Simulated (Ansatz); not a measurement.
# Depolarisation of Li on Au(111): the Topping model put to the test

In Topping's model the dipole per adsorbate falls as μ = μ₀/(1 + 9αn^(3/2)), with n the density and α a polarisability, so 1/μ is a straight line in n^(3/2).

Set-up. Ansatz 0.2.0, plane waves with PAW datasets (its set soft_2), PBE; 4 layers at the tabulated experimental lattice constant with the lower two held, adsorbates relaxed from the fcc site, dipole correction. μ is the change of the cell's dipole per adsorbate, positive end outwards.

```tsv
run	n^(3/2) (nm⁻³)	1/μ (1/D)
0.111 ML	1.91	0.365
0.25 ML	6.46	?
1 ML	51.67	3.164
```

**Question.** What value belongs in the row marked “?”, and how far can the other rows tell?

Two rows fix a line: slope = (3.164 − 0.365) / (51.67 − 1.91) = 0.05625, intercept 0.25756. The intercept gives μ₀ = 1/0.2576 = 3.88 D, and slope over intercept 9α = 0.218 nm³, or α = 24 Å³, an effective value that holds the metal's image. At 6.46 it gives 0.05625 × 6.46 + 0.25756 = 0.621 1/D. Rounding of the rows alone allows about ±0.001 1/D there; two rows can't show whether the line holds.

The run itself gives 0.452 1/D: a miss of −0.169 1/D, or 37.4 % of the value. In dipoles that is 1.61 D predicted against 2.21 D found. A miss this large means that the model doesn't hold over this range, and μ₀ and α above are fit values without physical meaning.

**Limits.** Heights and bonding change with coverage, which the model leaves out; its factor is about 9 for square and hexagonal arrays and differs for rectangular ones and rows; and slabs this thin add errors of their own. Other coverages were run too and are left out of this fit, which takes cells with one adsorbate each. The test is put only to electropositive adsorbates whose dipole falls by a fifth or more between the two rows shown.

[Logs are printed without paths, hosts, clocks, repeated set-up lines and the standing remarks that a program may print on its own settings, such as how far it seeks lower states.]
